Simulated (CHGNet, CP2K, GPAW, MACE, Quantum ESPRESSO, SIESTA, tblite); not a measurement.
# Quantum ESPRESSO on Σ7 (111) twist boundary in a Al-Pt solid solution (84 atoms): settings compared

How far do other settings of Quantum ESPRESSO move the forces in Σ7 (111) twist boundary in a Al-Pt solid solution (84 atoms)? One run of the same program serves as the yardstick.

Main program and level: Quantum ESPRESSO 7.5; the method is named at each step.

### Step 1. Starting point

The cell holds 84 atoms: 73 Al and 11 Pt. Its edges and angles: a = 7.545 Å, b = 7.545 Å, c = 28.340 Å, α = 90.0°, β = 90.0°, γ = 120.0°. Fcc Al lattice (a = 4.0328 Å, the value set for the mixture); two grains turned against each other by 38.21 deg about [111]; 1 x 1 coincidence cells, 2 lattice periods a grain, two boundaries a cell, upper grain shifted by [0.672, 0.278] of the boundary cell and opened by 0.2 Å, one atom of each pair nearer than 1.854 Å removed; 11 of 84 Al sites given to Pt at random (lattice constant by Vegard's rule between Al and Pt); not relaxed, displaced by a Gaussian of 0.02 Å. Then every atom was moved at random, 0.03 Å r.m.s. a Cartesian component. Regions: lower grain, 42 atoms (35 Al and 7 Pt); upper grain, 42 atoms (38 Al and 4 Pt). The structure's axis is c.

The yardstick, on the same geometry:

* method: Kohn-Sham DFT, PBE, SSSP efficiency 1.3.0 pseudopotentials, plane waves (Quantum ESPRESSO 7.5); sssp-pbe-1.3.0-efficiency, cutoffs 45/360 Ry, Γ point
* r.m.s. force component: 0.4481 eV/Å
* longest force: 2.39 eV/Å
* pressure: -3.087 GPa
* time: 4.2 min on 4 MPI ranks of Arm Neoverse V2, shared host
* CPU time: 17 min

### Step 2. PBE, gbrv-1.5, 40/200 Ry

Method: Kohn-Sham DFT, PBE, GBRV 1.5 ultrasoft pseudopotentials, plane waves.

The input, pw.in:

```
&control
  calculation = 'scf'
  pseudo_dir = './pseudo'
  outdir = './tmp'
  disk_io = 'none'
  tprnfor = .true.
  tstress = .true.
/
&system
  ibrav = 0
  nat = 84
  ntyp = 2
  ecutwfc = 40
  ecutrho = 200
  nosym = .true.
  occupations = 'smearing'
  smearing = 'fd'
  degauss = 0.003675
/
&electrons
  conv_thr = 4.2e-07
  electron_maxstep = 100
  mixing_beta = 0.2
  mixing_mode = 'local-TF'
  diagonalization = 'david'
/
ATOMIC_SPECIES
Al 26.982 Al.upf
Pt 195.084 Pt.upf
CELL_PARAMETERS angstrom
7.54468 0.00000 0.00000
-3.77234 6.53388 0.00000
0.00000 0.00000 28.34006
ATOMIC_POSITIONS crystal
Al 0.86247 0.56840 0.00081
Al 0.72612 0.14921 0.99840
Al 0.90916 0.39068 0.08055
Al 0.95127 0.19360 0.16362
Al 0.57161 0.72398 0.99947
Al 0.76884 0.96507 0.08399
Al 0.42378 0.28489 0.00148
Al 0.61501 0.52468 0.08298
Al 0.80406 0.75377 0.16614
Al 0.47984 0.10148 0.08195
Al 0.67113 0.33401 0.16400
Al 0.85799 0.57866 0.24633
Al 0.71679 0.14970 0.24771
Pt 0.90544 0.37724 0.32757
Al 0.95679 0.18527 0.41172
Al 0.27935 0.84588 0.00079
Al 0.14313 0.43323 0.00093
Al 0.32141 0.66687 0.08161
Al 0.51074 0.89801 0.16397
Pt 0.99800 0.99861 0.00097
Al 0.19345 0.23907 0.08295
Al 0.38623 0.47731 0.16311
Al 0.56497 0.71776 0.24590
Pt 0.75153 0.95124 0.32777
Al 0.22615 0.04560 0.16533
Al 0.42417 0.27830 0.24678
Al 0.62333 0.52250 0.32933
Pt 0.80914 0.76681 0.41147
Al 0.46774 0.08814 0.33039
Al 0.66341 0.33889 0.41102
Al 0.06805 0.81259 0.07937
Al 0.09605 0.62437 0.16347
Al 0.28391 0.85900 0.24502
Pt 0.14021 0.42510 0.24682
Al 0.33644 0.66765 0.32824
Al 0.51544 0.90301 0.41158
Al 0.00753 0.00335 0.24707
Al 0.19040 0.24547 0.32809
Al 0.37983 0.47298 0.41171
Pt 0.24422 0.04808 0.40917
Al 0.04503 0.80774 0.32869
Pt 0.08363 0.61579 0.41037
Al 0.25530 0.14617 0.50003
Al 0.38472 0.85440 0.50065
Al 0.44026 0.08540 0.58195
Pt 0.53162 0.56286 0.50069
Pt 0.58310 0.80205 0.58085
Al 0.62613 0.03030 0.66466
Al 0.81688 0.99391 0.50103
Al 0.85852 0.23042 0.58406
Al 0.95228 0.70755 0.49823
Al 0.00364 0.94569 0.58249
Al 0.05195 0.17897 0.66602
Al 0.09432 0.41698 0.50241
Pt 0.14431 0.66239 0.58236
Al 0.19083 0.88939 0.66383
[... 24 atom lines left out ...]
Al 0.68093 0.28682 0.74766
Al 0.72379 0.51827 0.83027
Al 0.76628 0.75542 0.91139
Al 0.91574 0.46574 0.91149
K_POINTS gamma
```

Started as:

```console
OMP_NUM_THREADS=1 mpirun -np 4 pw.x -in pw.in > output.txt
```

What it wrote:

```text
Program PWSCF
     gamma-point specific algorithms are used
     one sub-group per band group will be used
     scalapack distributed-memory algorithm (size of sub-group:  2*  2 procs)
     Parallelization info
     sticks:   dense  smooth     PW     G-vecs:    dense   smooth      PW
     Min         699     557    139               112576    80535   10076
     Max         702     560    140               112586    80560   10088
     Sum        2803    2233    559               450331   322175   40337
     bravais-lattice index     =            0
     lattice parameter (alat)  =      14.2574  a.u.
     unit-cell volume          =    9427.7779 (a.u.)^3
     number of atoms/cell      =           84
     number of atomic types    =            2
     number of electrons       =       395.00
     number of Kohn-Sham states=          238
     kinetic-energy cutoff     =      40.0000  Ry
     charge density cutoff     =     200.0000  Ry
     scf convergence threshold =      4.2E-07
     mixing beta               =       0.2000
     number of iterations used =            8  local-TF  mixing
     Exchange-correlation=  SLA  PW   PBX  PBC
                           (   1   4   3   4   0   0   0)
     crystal axes: (cart. coord. in units of alat)
               a(1) = (   1.000000   0.000000   0.000000 )
               a(2) = (  -0.500000   0.866025   0.000000 )
               a(3) = (   0.000000   0.000000   3.756297 )
     reciprocal axes: (cart. coord. in units 2 pi/alat)
               b(1) = (  1.000000  0.577351 -0.000000 )
               b(2) = (  0.000000  1.154701  0.000000 )
               b(3) = (  0.000000 -0.000000  0.266220 )
     PseudoPot. # 1 for Al:
     Pseudo is Ultrasoft + core correction, Zval =  3.0
     PseudoPot. # 2 for Pt:
     Pseudo is Ultrasoft + core correction, Zval = 16.0
     atomic species   valence    mass     pseudopotential
     Al                3.00    26.98200     Al( 1.00)
     Pt               16.00   195.08400     Pt( 1.00)
     No symmetry found
   Cartesian axes
     number of k points=     1  Fermi-Dirac smearing, width (Ry)=  0.0037
                       cart. coord. in units 2pi/alat
        k(    1) = (   0.0000000   0.0000000   0.0000000), wk =   2.0000000
     Dense  grid:   225166 G-vectors     FFT dimensions: (  72,  72, 243)
     Smooth grid:   161088 G-vectors     FFT dimensions: (  60,  60, 216)
     Initial potential from superposition of free atoms
     starting charge     389.3199, renormalised to     395.0000
     negative rho (up, down):  2.039E+00 0.000E+00
     Starting wfcs are  424 randomized atomic wfcs
     Self-consistent Calculation
     iteration #  1     ecut=    40.00 Ry     beta= 0.20
     negative rho (up, down):  1.991E+00 0.000E+00
     total energy              =   -2843.51043777 Ry
     estimated scf accuracy    <    4866.11931259 Ry
     iteration #  2     ecut=    40.00 Ry     beta= 0.20
     negative rho (up, down):  2.308E+00 0.000E+00
     total energy              =   -2741.29245305 Ry
     estimated scf accuracy    <    3461.73840007 Ry
     iteration #  3     ecut=    40.00 Ry     beta= 0.20
     negative rho (up, down):  2.131E+00 0.000E+00
     total energy              =   -2810.02647076 Ry
     estimated scf accuracy    <     120.00837896 Ry
     iteration #  4     ecut=    40.00 Ry     beta= 0.20
     negative rho (up, down):  1.987E+00 0.000E+00
     total energy              =   -2804.81746133 Ry
     estimated scf accuracy    <      36.39927401 Ry
     iteration #  5     ecut=    40.00 Ry     beta= 0.20
     negative rho (up, down):  2.009E+00 0.000E+00
     total energy              =   -2807.05246857 Ry
     estimated scf accuracy    <      47.45993613 Ry
     iteration #  6     ecut=    40.00 Ry     beta= 0.20
[...]
total energy              =   -2806.97371813 Ry
     estimated scf accuracy    <      11.52255521 Ry
[...]
total energy              =   -2807.32404023 Ry
[...]
iteration # 19     ecut=    40.00 Ry     beta= 0.20
[...]
total energy              =   -2807.32404046 Ry
     estimated scf accuracy    <       0.00000307 Ry
     iteration # 20     ecut=    40.00 Ry     beta= 0.20
[...]
total energy              =   -2807.32404067 Ry
     estimated scf accuracy    <       0.00000050 Ry
     iteration # 21     ecut=    40.00 Ry     beta= 0.20
     negative rho (up, down):  1.921E+00 0.000E+00
     End of self-consistent calculation
          k = 0.0000 0.0000 0.0000 ( 20169 PWs)   bands (ev):
   -43.8443 -43.7772 -43.7108 -43.6986 -43.6521 -43.5426 -43.5368 -43.5300
   -43.5019 -43.4779 -43.4684 -43.4544 -43.4469 -43.4398 -43.4337 -43.4046
   -43.3915 -43.3741 -43.3335 -43.2814 -43.2647 -43.2368 -43.2010 -43.1729
   -43.1222 -43.0778 -43.0383 -42.8247 -42.8157 -42.7936 -42.7742 -42.7169
   -42.7019  -1.5768  -1.4710  -1.2522  -0.8930  -0.6442   0.0409   0.3048
     1.2907   1.4482   1.6895   1.6987   1.7330   1.7493   1.8070   1.8321
[...]
10.3535  10.4169  10.4876  10.5515  10.6159  10.6466  10.7083  10.7743
    10.8028  10.8576  10.8850  10.9501  10.9877  11.0694  11.1088  11.1180
    11.1469  11.2065  11.2443  11.2596  11.3654  11.4045  11.4664  11.4861
    11.5690  11.6175  11.6667  11.7025  11.7714  11.8178
     the Fermi energy is     9.7841 ev
!    total energy              =   -2807.32404063 Ry
     estimated scf accuracy    <       0.00000019 Ry
     smearing contrib. (-TS)   =      -0.02242419 Ry
     internal energy E=F+TS    =   -2807.30161644 Ry
     The total energy is F=E-TS. E is the sum of the following terms:
     one-electron contribution =   -3725.10215327 Ry
     hartree contribution      =    2059.77968648 Ry
     xc contribution           =    -938.85229613 Ry
     ewald contribution        =    -203.12685353 Ry
     convergence has been achieved in  21 iterations
     negative rho (up, down):  1.921E+00 0.000E+00
     Forces acting on atoms (cartesian axes, Ry/au):
     atom    1 type  1   force =    -0.01073396    0.02874747   -0.01466711
     atom    2 type  1   force =     0.01383520   -0.01553533   -0.00087399
     atom    3 type  1   force =    -0.00045637   -0.00468370    0.02924562
     atom    4 type  1   force =     0.00361044    0.00175769    0.01387595
     atom    5 type  1   force =     0.01597583    0.00961633    0.00238174
     atom    6 type  1   force =     0.00242925   -0.01390937   -0.01077187
[...]
atom   82 type  1   force =    -0.01177302   -0.00391864   -0.00278772
     atom   83 type  1   force =     0.00175138    0.00201638    0.00363178
     atom   84 type  1   force =    -0.00151540    0.00097418    0.00082181
     Total force =     0.276497     Total SCF correction =     0.000949
     Computing stress (Cartesian axis) and pressure
     negative rho (up, down):  1.921E+00 0.000E+00
          total   stress  (Ry/bohr**3)                   (kbar)     P=      -30.71
  -0.00039300  -0.00001010  -0.00000453          -57.81       -1.49       -0.67
  -0.00001010  -0.00041749   0.00001776           -1.49      -61.42        2.61
  -0.00000453   0.00001776   0.00018415           -0.67        2.61       27.09
     Message from routine punch:
     Nothing written, as per user request (disk_io='none')
```

It took 95 s on 4 MPI ranks of Arm Neoverse V2, shared host; peak memory 1.6 GiB.

Banners, paths, timers and routine set-up lines are dropped from the logs unmarked, and long logs keep their key lines alone; longer cuts are marked.

Numbers from this run, and their distance from the reference:

* r.m.s. force component: 0.4478 eV/Å
* r.m.s. difference of force components: 3.48 meV/Å
* longest difference of force vectors: 16.55 meV/Å
* force difference over r.m.s. force: 0.7766 %
* slope of forces against the reference's: 0.9994
* correlation of force components: 1
* pressure: -3.071 GPa
* pressure difference: 0.016 GPa

Length of the force difference by element (eV/Å):

```
element  atoms    mean    most
     Al     73  0.0056   0.017
     Pt     11   0.003  0.0045
```

A closer look about Pt46, which has 11 bonded neighbours where the commonest count for Pt is 12: 12 atoms, nearest first, numbered in the order of the input, with positions taken from that point.

```
atom      x      y      z  distance (Å)  bonds     Fx     Fy  Fz (eV/Å)
Pt46   0.00   0.00   0.00          0.00     11  -0.20  -0.92      -0.15
Al39  -0.81  -0.59  -2.52          2.71     12   0.07   0.26       0.74
Al43  -0.51  -2.72  -0.02          2.77     11   0.09   0.28      -0.71
Al51   2.63   0.95  -0.07          2.79     11  -0.31   0.02      -1.34
Pt47  -0.51   1.56   2.27          2.80     12   0.35   0.95       0.82
Al58  -1.10  -1.22   2.30          2.83     12   0.08   0.75       0.39
Al67   1.64  -0.30   2.29          2.83     12  -0.26   0.31       0.13
Al49   0.53   2.82   0.01          2.87     12   0.04  -0.97      -0.74
Al66   2.22  -1.84  -0.01          2.88     10  -0.67  -0.06       0.27
Al54  -2.75  -0.95   0.05          2.91     12   0.26   0.59      -0.92
Al44  -2.21   1.90   0.00          2.92     11   0.47  -0.62       0.30
Pt28   1.32   1.33  -2.53          3.15     12  -1.35  -1.07       0.26
```

Forces lie 0.78 % from the reference's, at 0.37 times its CPU time.

### Step 3. Results

```yaml
force_difference_from_the_reference: QE PBE, gbrv-1.5, 40/200 Ry, 0.78 %
its_cpu_time: 6.3 min
```

In words: PBE on plane waves or a grid with other potentials, cutoffs or grids differs from the reference by 0.78 % (QE PBE, gbrv-1.5, 40/200 Ry) of the r.m.s. force; this holds the reference's own error, so differences of a few per cent don't tell which side is nearer the exact PBE result. One electronic-structure run takes under half the reference's CPU time: QE PBE, gbrv-1.5, 40/200 Ry, at 0.78 % in 6.3 min against 17 min. The reference's pressure holds the uncorrected Pulay stress of its 45 Ry basis, so small pressure differences, and their order, may be the reference's own error. The electron count is odd in QE PBE, sssp-1.3.0-efficiency, 45/360 Ry and QE PBE, gbrv-1.5, 40/200 Ry, and they have no spin polarisation, so the unpaired electron is spread evenly over both spins. The reference's stress is far from hydrostatic: its diagonal is -5.8, -6.1, 2.7 GPa, compression counted positive. The host structure and its lattice constant were typed by rule, without a check against the phase diagram. The reference's pressure of -3.1 GPa belongs to a cell and atoms that aren't relaxed at this level. The electronic-structure runs sample only Γ, in a cell whose shortest periodic width is 7 Å, which is coarse for a cell with partly filled levels. Spin–orbit coupling is left out, which matters for the levels of the heavy elements.

[Also dropped from logs without a mark: logging warnings of Python, and SIESTA's first energy breakdown and zero terms.]

[Logs are printed without paths, hosts, clocks, repeated set-up lines and the standing remarks that a program may print on its own settings, such as how far it seeks lower states.]

[Hosts, paths, dates, database ids (printed as entryN), source tags and the programs' standing remarks are cut or masked in the printed files.]
